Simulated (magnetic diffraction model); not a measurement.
# Solving a magnetic structure from powder neutron data: CrTe₄Os

Space group Pmn2_1 (no. 31), a = 3.7710 Å, b = 12.3170 Å, c = 13.5190 Å.

```
site  atom  x       y       z
  2a    Os  0  0.7660  0.4893
  2a    Os  0  0.5447  0.0043
  2a    Te  0  0.8954  0.6429
  2a    Te  0  0.8513  0.1015
  2a    Te  0  0.6738  0.8500
  2a    Te  0  0.5683  0.4031
  2a    Te  0  0.4177  0.6396
  2a    Te  0  0.3472  0.0908
  2a    Te  0  0.2021  0.8545
  2a    Te  0  0.0602  0.3990
  2a    Cr  0  0.2721  0.4876
  2a    Cr  0  0.0574  0.0063
```

This is a made-up structure (elements placed in a structure type, unrelaxed), so the numbers test the method and describe no known phase.

Only Cr is taken to order (form factors of Cr2+); orders and moment sizes are assumed, and not adapted to the symmetry. Radiation: neutrons of λ = 2.0775 Å, 5° to 35°; isotropic B of 0.35 Å² (Os), 0.41 Å² (Te) and 0.69 Å² (Cr). The intensities are simulated: I ∝ L Σ (|F_N|² + |F_M⊥|²) for unpolarised neutrons, with F_M = 2.695 fm/μB × Σ f(s) S exp(2πi Q·r) exp(−B s²) at Q = H ± k (one set where k and −k are equivalent), only the part normal to Q counting and L = 1/(sin²θ cos θ). For collinear order S is the moment m, which repeats by lattice and centring translations R with the sign exp(−2πi k·R). Form factors are spin-only for 3d ions and dipole or tabulated for f ions, scattering lengths are Sears's of 1992, and absorption is left out. A label names one of the reflections at its angle. The strongest nuclear line in the range is 100, and lines under 0.2 are left out.

Above the ordering temperature:

| 2θ (°) | index | I |
| --- | --- | --- |
| 9.68 | (0 1 0) | 19.6 |
| 13.10 | (0 1 1) | 16.7 |
| 17.68 | (0 0 2) | 100.0 |
| 19.42 | (0 2 0) | 0.2 |
| 20.19 | (0 1 2) | 7.2 |
| 21.36 | (0 2 1) | 6.9 |
| 26.38 | (0 2 2) | 1.4 |
| 28.42 | (0 1 3) | 2.7 |
| 29.31 | (0 3 0) | 2.1 |
| 30.66 | (0 3 1) | 14.0 |
| 33.23 | (1 0 1) | 0.8 |
| 33.49 | (1 1 0) | 5.2 |
| 34.44 | (0 3 2) | 3.5 |
| 34.69 | (1 1 1) | 7.0 |

Below it (cell unchanged):

```
2θ (°)      I
  9.68   24.8
 13.10   20.0
 17.68  100.0
 19.42    0.3
 20.19    9.1
 21.36    9.8
 26.38    1.5
 28.42    3.2
 29.31    2.1
 30.66   14.0
 31.98    1.3
 33.19    0.9
 33.23    0.8
 33.49    5.6
 34.44    3.5
 34.69    7.4
```

**Question.** Find the propagation vector, then choose among these models:
A. collinear moments along [111], 1.46 μB on Cr; signs + at (0, 0.2721, 0.4876), + at (1/2, 0.7279, 0.9876), − at (0, 0.0574, 0.0063), − at (1/2, 0.9426, 0.5063)
B. collinear moments along [101], 1.46 μB on Cr; signs + at (0, 0.2721, 0.4876), − at (1/2, 0.7279, 0.9876), + at (0, 0.0574, 0.0063), − at (1/2, 0.9426, 0.5063)
C. collinear moments along [101], 1.46 μB on Cr; signs + at (0, 0.2721, 0.4876), + at (1/2, 0.7279, 0.9876), − at (0, 0.0574, 0.0063), − at (1/2, 0.9426, 0.5063)
D. collinear moments along [111], 1.46 μB on Cr; signs + at (0, 0.2721, 0.4876), − at (1/2, 0.7279, 0.9876), + at (0, 0.0574, 0.0063), − at (1/2, 0.9426, 0.5063)

No line moves, and magnetic intensity falls on nuclear lines such as the one at 9.68°; new lines at (1 0 0) have whole indices that obey the lattice centring, at places with no nuclear intensity to speak of, so the magnetic cell equals the chemical primitive cell: k = 0.

Magnetic intensity, observed (below minus above) and for each model:

| 2θ (°) | index | observed | A | B | C | D |
| --- | --- | --- | --- | --- | --- | --- |
| 9.68 | (0 1 0) | 5.3 | 3.4 | 9.4 | 6.0 | 5.3 |
| 13.10 | (0 1 1) | 3.3 | 5.2 | 3.7 | 5.7 | 3.3 |
| 19.42 | (0 2 0) | 0.1 | 1.9 | 0.2 | 3.4 | 0.1 |
| 20.19 | (0 1 2) | 1.9 | 1.2 | 1.1 | 0.7 | 1.9 |
| 21.36 | (0 2 1) | 3.0 | 0.1 | 4.5 | 0.2 | 3.0 |
| 26.38 | (0 2 2) | 0.1 | 1.7 | 0.1 | 1.9 | 0.1 |
| 31.98 | (1 0 0) | 1.3 | <0.2 | 1.2 | <0.2 | 1.3 |
| 33.23 | (1 0 1) | <0.2 | 2.2 | <0.2 | 2.1 | <0.2 |

Model D matches.

The structure used: k = (0 0 0), collinear moments along [111], 1.46 μB on Cr; signs + at (0, 0.2721, 0.4876), − at (1/2, 0.7279, 0.9876), + at (0, 0.0574, 0.0063), − at (1/2, 0.9426, 0.5063).

[Logs are printed without paths, hosts, clocks, repeated set-up lines and the standing remarks that a program may print on its own settings, such as how far it seeks lower states.]
